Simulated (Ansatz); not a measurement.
In doubt: masses and optical values from hybrid runs of this build are listed as unsure, which bears on the screening that GW takes from such a start.

Rows from a G0W0 calculation on SnSe2/SnSSe (van der Waals superlattice) (P3m1) (Ansatz 0.2.0; G0W0 on HSE06, plane waves, PAW; PAW set soft_1; 6×6×2 mesh, 290 empty bands, screening to 90 eV, PAW set soft_1 files), in eV. Spin-orbit coupling is left out.

The structure was built from a prototype and need not be the compound's stable phase.

```
row      Σx     Σc     Vxc     Z
  A  -10.32  -2.90  -13.41  0.80
  B  -10.65  -3.23  -14.11  0.80
  C  -11.53  -3.46  -15.27  0.79
  D  -11.21  -3.54  -15.00  0.79
  E  -17.75   1.55  -16.17  0.78
  F  -17.48   1.64  -15.80  0.77
```

Q: Which rows are filled states and which are empty ones, and how can one tell?

Filled: E and F. Empty: A, B, C and D. The sign of Σc tells: for a filled state bare exchange, which holds its interaction with itself, lies below Vxc (Σx − Vxc is -1.6 eV or lower here) and screening gives part back as a positive Σc. For an empty state Σx lies above Vxc (+3.1 eV or more) and the Coulomb hole leaves Σc negative.

[Paths, hosts, dates, memory and timing lines, banners, echoed tables and standing remarks are left out of the program output.]

[Logs are printed without paths, hosts, clocks, repeated set-up lines and the standing remarks that a program may print on its own settings, such as how far it seeks lower states.]

[Runs of the session that timed out or met a known fault of the program may be left out.]

[Cells called generated may have been cut or substituted from an entry of the Crystallography Open Database or the Materials Project.]

[Hosts, paths, dates, database ids (printed as entryN), source tags and the programs' standing remarks are cut or masked in the printed files.]
